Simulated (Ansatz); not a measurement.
# What CdAgCl3 (model cell, started as cubic perovskite with Cd in the octahedra) distorts into, part 3 of 3

Aim: this structure of CdAgCl3 (model cell, started as cubic perovskite with Cd in the octahedra) is to be tested for unstable modes, and one is followed downhill.

Ansatz 0.2.0; DFT PBEsol, scalar-relativistic, plane waves, PAW.

So far. Step 5 (Energy along the mode, all amplitudes (two of the runs …): The lowest of the steps tried is the last one, at 0.6 Å, 166 meV/atom below the parent; the bottom of the well need not coincide with a step. Step 7 (The new phase in its own primitive cell): The largest force component left is 0.56 meV/Å and the pressure is 0.000 GPa, within the tolerances set. The cell now holds 23.32 Å³/atom. The relaxed cell has a = 6.789, c = 17.523 Å (conventional setting).

The structure was built from a prototype and need not be the compound's stable phase.

## (8) Modes of the new phase

A relaxed structure may still be a saddle point, so its zone-centre modes are computed. The response to a homogeneous field gives the Born charges and the dielectric tensor.

Contents of input.yaml:

```yaml
crystal:
  lattice:
    - [3.3947310334, 1.959948876, 5.8409731435]
    - [-3.3947310334, 1.959948876, 5.8409731435]
    - [0.0, -3.919897752, 5.8409731435]
  atoms:
    - { symbol: Ag, position: [0.75, 0.75, 0.75] }
    - { symbol: Ag, position: [0.25, 0.25, 0.25] }
    - { symbol: Cd, position: [0.5, 0.5, 0.5] }
    - { symbol: Cd, position: [0.0, 0.0, 0.0] }
    - { symbol: Cl, position: [0.1146021993, 0.75, 0.3853978007] }
    - { symbol: Cl, position: [0.8853978007, 0.25, 0.6146021993] }
    - { symbol: Cl, position: [0.3853978007, 0.1146021993, 0.75] }
    - { symbol: Cl, position: [0.6146021993, 0.8853978007, 0.25] }
    - { symbol: Cl, position: [0.25, 0.6146021993, 0.8853978007] }
    - { symbol: Cl, position: [0.75, 0.3853978007, 0.1146021993] }
kpoints:
  mp_grid: { grid: [6, 6, 6] }
hamiltonian:
  xc: pbesol
scf:
  occupations: { method: fixed }
output:
  eigenvalues: true
phonons:
  method: dfpt
  dielectric: true
  rigid_motions: translations
```

On the command line:

```console
> ansatz run input.yaml --threads 8 --pin off --max-ram 14336MiB --backend cpu --events-out ev --progress --plain --runs-dir out
```

Numbers of over 12 decimals in the logs are rounded to 6 here.

The log of the run:

```text
[...]
Crystal: 10 atoms, lattice volume = 233.177 Å³
Basis set: ecut = 420 eV, 4549 PW (Γ), exchange–correlation on 96×96×96 points (8 copies of the dense FFT grid, shifted against one another)
Bands: 72, of which v1, the nominal top of the filled ones, is band 60 counted from 1 (59 counted from 0)
Symmetry: 12 space group operations
k-points: 112 of 216 (irreducible under 1 space group operation, time reversal used)
[...]
SCF iter   1: F=—  HF=-37785.209697 eV  |F-HF|=—  |Δ(HF+E_count)|=         —  Δρ=6.32e-3  dr2=1.08e-1  ethr=1.77e-3  ⟨swp⟩=5.0  Hψ=25782  notcnv=0  defer=1103
[...]
SCF iter  10: F=-37785.177792 eV  HF=-37785.177792 eV  |F-HF|=0.00e0  |Δ(HF+E_count)|=  1.31e-10  Δρ=7.77e-8  dr2=1.41e-11  ethr=1.00e-12  ⟨swp⟩=14.9  Hψ=51277  notcnv=0
SCF 1 converged in 10 iterations: F = -37785.177792 eV  dr2 = 1.41e-11
[...]
NSCF: frozen V_eff on 6 k-points
DFPT response loops at Γ: preconditioner auto → Resta (q_TF=auto, 2.442 Å⁻¹)  ε∞=6.0 (no band partly filled); β = 1.00, the filter's whole step (`scf.mixing.beta` (0.50) is not read by the response loops at its default; to damp them type it under 1.00, their step now; it binds the ground state too); Broyden in place of MSR1
── the response to a field inside a basis, on 6×6×6 k-points: an SCF that follows is theirs, and a resumed run solves both again ──
Bands: 61, of which v1, the nominal top of the filled ones, is band 60 counted from 1 (59 counted from 0)
k-points: 28 of 216
[...]
Eigensolver: Dense (28 Hₖ)
SCF iter   1: F=—  HF=-37784.847606 eV  |F-HF|=—  |Δ(HF+E_count)|=         —  Δρ=6.63e-4  dr2=3.83e-4  ethr=1.00e-1
[...]
SCF iter   6: F=-37784.847749 eV  HF=-37784.847749 eV  |F-HF|=1.44e-8  |Δ(HF+E_count)|=   1.89e-7  Δρ=3.17e-6  dr2=2.64e-8  ethr=1.84e-10
SCF 1 converged in 6 iterations: F = -37784.847749 eV  dr2 = 2.64e-8
[...]
SCF converged after 10 iterations
Free energy (F): -37785.177792 eV
[...]
Internal energy: -37785.177792 eV  (E = F + TS)
E sigma→0 (E₀):  -37785.177792 eV
Fermi energy:    5.693202 eV
[...]
--- Band table (eV; the first three rows and the last of 112) ---
  k-point 0: bands = [... 56 lower, 5.3916, 5.3916, 5.6932, 5.6932, 7.3352, 10.0934, 10.2255, 11.5937, ... 8 higher]
  k-point 1: bands = [... 56 lower, 5.2428, 5.3418, 5.6172, 5.6300, 7.8043, 10.1596, 10.2767, 11.0002, ... 8 higher]
  k-point 2: bands = [... 56 lower, 5.1174, 5.2347, 5.4532, 5.4888, 8.6318, 10.0649, 10.2041, 10.6661, ... 8 higher]
  k-point 111: bands = [... 56 lower, 5.5594, 5.5594, 5.5594, 5.5594, 9.2192, 9.2192, 10.7274, 10.7274, ... 8 higher]
--- Phonons (Γ-DFPT): 6 representative perturbations + reference, on 112 of 216 k-points (Σ response iterations 24) ---
  k mesh reduced under 1 symmetry operation, with k and −k counted as one. Each operation leaves every solved perturbation unchanged. A smaller set is not considered because the run solves the response to a homogeneous field
  ASR residual: 6.149e-5 → 0.000e0 eV/Å²; symmetrization residual: 1.182e-5 eV/Å²
  ASR residual per site (eV/Å²): 6.15e-5 6.15e-5 1.88e-5 1.88e-5 2.58e-5 2.58e-5 2.58e-5 2.58e-5 2.58e-5 2.58e-5
  Γ frequencies (cm⁻¹): -26.90 -14.71 0.00 0.00 0.00 32.93 32.93 48.02 48.02 50.51 59.51 59.51 79.73 79.73 110.02 113.70 127.79 127.79 151.26 151.26 191.99 191.99 210.94 215.27 219.78 219.78 225.96 250.45 250.45 264.44
  ε∞ (high-frequency dielectric tensor):
        4.497836    -0.000000     0.000000
       -0.000000     4.497836     0.000000
        0.000000     0.000000     3.903294
  softest optical mode at Γ: -26.90 cm⁻¹; the repairs (sum rule, projections) moved no ω² at Γ by more than (1.74 cm⁻¹)²
  Born effective charges Z* (e; rows j = field, columns β = displacement):
    site 0:
         1.28630   -0.00000    0.00000
        -0.00000    1.28630    0.00000
        -0.00000    0.00000    0.85111
    site 1:
         1.28630   -0.00000    0.00000
        -0.00000    1.28630    0.00000
        -0.00000    0.00000    0.85111
    site 2:
         2.66168   -0.04326    0.00000
         0.04326    2.66168    0.00000
         0.00000    0.00000    2.60830
    site 3:
         2.66168    0.04326    0.00000
        -0.04326    2.66168    0.00000
        -0.00000    0.00000    2.60830
    site 4:
        -1.40836    0.15998   -0.48060
         0.15998   -1.22363    0.27747
        -0.44698    0.25807   -1.15314
    site 5:
        -1.40836    0.15998   -0.48060
         0.15998   -1.22363    0.27747
        -0.44698    0.25807   -1.15314
    site 6:
        -1.13126   -0.00000    0.00000
        -0.00000   -1.50072   -0.55495
        -0.00000   -0.51613   -1.15314
    site 7:
        -1.13126   -0.00000    0.00000
        -0.00000   -1.50072   -0.55495
        -0.00000   -0.51613   -1.15314
    site 8:
        -1.40836   -0.15998    0.48060
        -0.15998   -1.22363    0.27747
         0.44698    0.25807   -1.15314
    site 9:
        -1.40836   -0.15998    0.48060
        -0.15998   -1.22363    0.27747
         0.44698    0.25807   -1.15314
  Z* charge neutrality: 4.644e-3 e pre-enforcement
  solved inside a basis spanned on kpoints, on 6×6×6 k-points, its susceptibility summed on 10×10×10: ε∞ is read to err by 1.8e-2, Z* by 3.6e-2 e (field_mesh: kpoints solves on kpoints); Z* is corrected for what the basis lacks
  optical modes at Γ without the LO–TO term, one row a degenerate level:
      ω (cm⁻¹)  modes    IR ((D/Å)²/amu)
        -26.90      1             1.9333
        -14.71      1             0.0000
         32.93      2             1.1547
         48.02      2             0.0000
         50.51      1             1.7505
         59.51      2             1.1488
         79.73      2             0.0000
[...]
optical modes at Γ + LO–TO along q̂ = [1.0000, 0.0000, 0.0000]:
      ω (cm⁻¹)  modes    IR ((D/Å)²/amu)
[...]
optical modes at Γ + LO–TO along q̂ = [0.0000, 1.0000, 0.0000]:
      ω (cm⁻¹)  modes    IR ((D/Å)²/amu)
[...]
optical modes at Γ + LO–TO along q̂ = [0.0000, 0.0000, 1.0000]:
      ω (cm⁻¹)  modes    IR ((D/Å)²/amu)
[...]
87.55      1             1.8542
        110.02      1             0.0000
        113.70      1             0.0000
        127.79      2             0.2624
        151.26      2             0.0000
        191.99      2            18.3419
        210.94      1             0.0000
        219.78      2             0.0000
        225.96      1             0.0000
        248.54      1             7.3635
        250.45      2             1.3191
        264.44      1             0.0000
```

Elapsed: 5 min, on 8 threads of Arm Neoverse V2, shared host; peak memory 6.9 GiB.

This step gave:

```yaml
sum_rule_residual_before_enforcement: 6.15e-5 eV/Å²
miss_of_the_charge_sum_rule: 0.004644 e
estimated_error_of_the_dielectric_tensor: 0.01752
estimated_error_of_the_born_charges: 0.03636 e
point_group: -3m
highest_optical_mode_at_the_zone_centre_no_lo_to_term: 264.4 cm⁻¹
lowest_optical_zone_centre_mode: -26.9 cm⁻¹
mean_high_frequency_dielectric_constant: 4.300
largest_born_charge_third_of_the_trace: 2.644 e
top_of_the_zone_centre_spectrum_with_the_field: 264.4 cm⁻¹
```

Without the LO-TO term. Patterns of degenerate modes are one choice out of their space. The modes at Γ (shares of kinetic energy by element, %) (negative means imaginary):

```csv
mode,frequency (cm⁻¹),symmetry,Ag %,Cd %,Cl %
1,-26.9,A2u,52,1,47
2,-14.7,A2g,99,0,1
3,0.0,acoustic,33,34,33
4,0.0,acoustic,33,34,33
5,0.0,acoustic,33,34,33
6,32.9,Eu,16,4,80
7,32.9,Eu,16,4,80
8,48.0,Eg,34,0,66
9,48.0,Eg,34,0,66
10,50.5,A2u,15,52,33
11,59.5,Eu,17,59,24
12,59.5,Eu,17,59,24
13,79.7,Eg,51,0,49
14,79.7,Eg,51,0,49
15,110.0,A2g,1,0,99
16,113.7,A1u,0,96,4
17,127.8,Eu,15,84,0
18,127.8,Eu,15,84,0
19,151.3,Eg,0,0,100
20,151.3,Eg,0,0,100
21,192.0,Eu,15,12,74
22,192.0,Eu,15,12,74
23,210.9,A1g,0,0,100
24,215.3,A2u,0,13,87
25,219.8,Eg,15,0,85
26,219.8,Eg,15,0,85
27,226.0,A1u,0,4,96
28,250.4,Eu,4,6,90
29,250.4,Eu,4,6,90
30,264.4,A2g,0,0,100
```

Displacements in mode 1 (-26.9 cm⁻¹), the largest set to 1:
```
Ag1  0.00  0.00  1.00
Ag2  0.00  0.00  1.00
Cd3  0.00  0.00 -0.13
Cd4  0.00  0.00 -0.13
Cl5  0.34 -0.19 -0.88
Cl6  0.34 -0.19 -0.88
Cl7  0.00  0.39 -0.88
Cl8  0.00  0.39 -0.88
Cl9 -0.34 -0.19 -0.88
Cl10-0.34 -0.19 -0.88
```

Displacements in mode 14 (79.7 cm⁻¹), the largest set to 1:
```
Ag1  0.00  0.94  0.00
Ag2  0.00 -0.94  0.00
Cd3  0.00  0.00  0.00
Cd4  0.00  0.00  0.00
Cl5  0.49  0.06 -0.50
Cl6 -0.49 -0.06  0.50
Cl7  0.00 -0.79  1.00
Cl8  0.00  0.79 -1.00
Cl9  0.49 -0.06  0.50
Cl10-0.49  0.06 -0.50
```

Optical modes at the zone centre, without and with the macroscopic field of the longitudinal modes; each column is sorted by frequency, so a row need not hold one and the same mode. Modes with and without the field, by row:

```csv
rank among optical modes,no field (cm⁻¹),"q along (1, 0, 0) (cm⁻¹)","q along (0, 0, 1) (cm⁻¹)"
1,-26.9,-26.9,-14.7
2,-14.7,-14.7,24.7
3,32.9,32.9,32.9
4,32.9,40.3,32.9
5,48,48,48
6,48,48,48
7,50.5,50.5,59.5
8,59.5,59.5,59.5
9,59.5,66.8,79.7
10,79.7,79.7,79.7
11,79.7,79.7,87.5
12,110,110,110
13,113.7,113.7,113.7
14,127.8,127.8,127.8
15,127.8,128.4,127.8
16,151.3,151.3,151.3
17,151.3,151.3,151.3
18,192,192,192
19,192,210.9,192
20,210.9,215.3,210.9
21,215.3,219.8,219.8
22,219.8,219.8,219.8
23,219.8,226,226
24,226,232,248.5
25,250.4,250.4,250.4
26,250.4,258.3,250.4
27,264.4,264.4,264.4
```

Born charge (rows field, columns displacement) (e), principal values of the symmetric part by kind of site:

```csv
atom,atoms with these values,low,middle,high,mean
Ag1,2,0.85,1.29,1.29,1.14
Cd3,2,2.61,2.66,2.66,2.64
Cl5,6,-1.89,-1.13,-0.76,-1.26
```

In full for Ag1:

```
1.29 0.00 0.00
0.00 1.29 0.00
0.00 0.00 0.85
```

High-frequency dielectric tensor:

```
4.50 0.00 0.00
0.00 4.50 0.00
0.00 0.00 3.90
```

Transverse modes; imaginary modes are left out. Lines of the infrared spectrum (strongest = 100):

```csv
position (cm⁻¹),label,relative intensity
33,Eu,6.3
48,Eg,0.0
50,A2u,10
60,Eu,6.3
80,Eg,0.0
110,A2g,0.0
114,A1u,0.0
128,Eu,1.4
151,Eg,0.0
192,Eu,100
211,A1g,0.0
215,A2u,31
220,Eg,0.0
226,A1u,0.0
250,Eu,7.2
264,A2g,0.0
```

Before it was imposed, the acoustic sum rule was missed by 6.1e-5 eV/Å² and the charge sum rule by 0.0046 e. Small misses are needed for a sound result but don't prove that mesh and cutoff are converged. The lowest optical mode is imaginary, 26.9i cm⁻¹, so the energy falls along it.

## (9) Summary of results

* unstable mode of the parent: q = (-0.5, -0.5, -0.5), 126i cm⁻¹
* depth at the lowest point sampled: 166 meV/atom
* largest atomic shift at that point: 0.6 Å
* space group reached (within 0.01 Å): R-3c
* energy gained over the parent (first relaxation, on the mesh of the frozen mode): 326 meV/atom
* volume per atom, phase reached: 23.3 Å³
* gap on the k-mesh, phase reached: 1.64 eV
* lowest optical zone-centre mode, phase reached: -26.9 cm⁻¹
* highest optical mode at the zone centre (no LO-TO term), phase reached: 264 cm⁻¹

What this shows: Along this mode the structure falls into R-3c, 326 meV/atom below the parent. At the parent's cell the well is 166.0 meV/atom deep on the steps tried, with its lowest point at a shift of 0.6 Å. That is the last step tried, so the steps alone don't bracket the bottom of the well. Relaxing atoms and cell changes the gain by +159.57 meV/atom against the lowest step (energies at zero smearing). The new phase still has an imaginary mode at the zone centre of its cell, so it is a saddle point on the way to a lower structure. Of the 7 patterns followed to their end from this parent, this one reaches the lowest energy. Each path keeps the symmetry of its pattern, so a lower phase may lie along a pattern not tried. The starting cell was built on a prototype and not taken from a measurement, so the phase need not exist.

[Logs are printed without paths, hosts, clocks, repeated set-up lines and the standing remarks that a program may print on its own settings, such as how far it seeks lower states.]

[Hosts, paths, dates, database ids (printed as entryN), source tags and the programs' standing remarks are cut or masked in the printed files.]
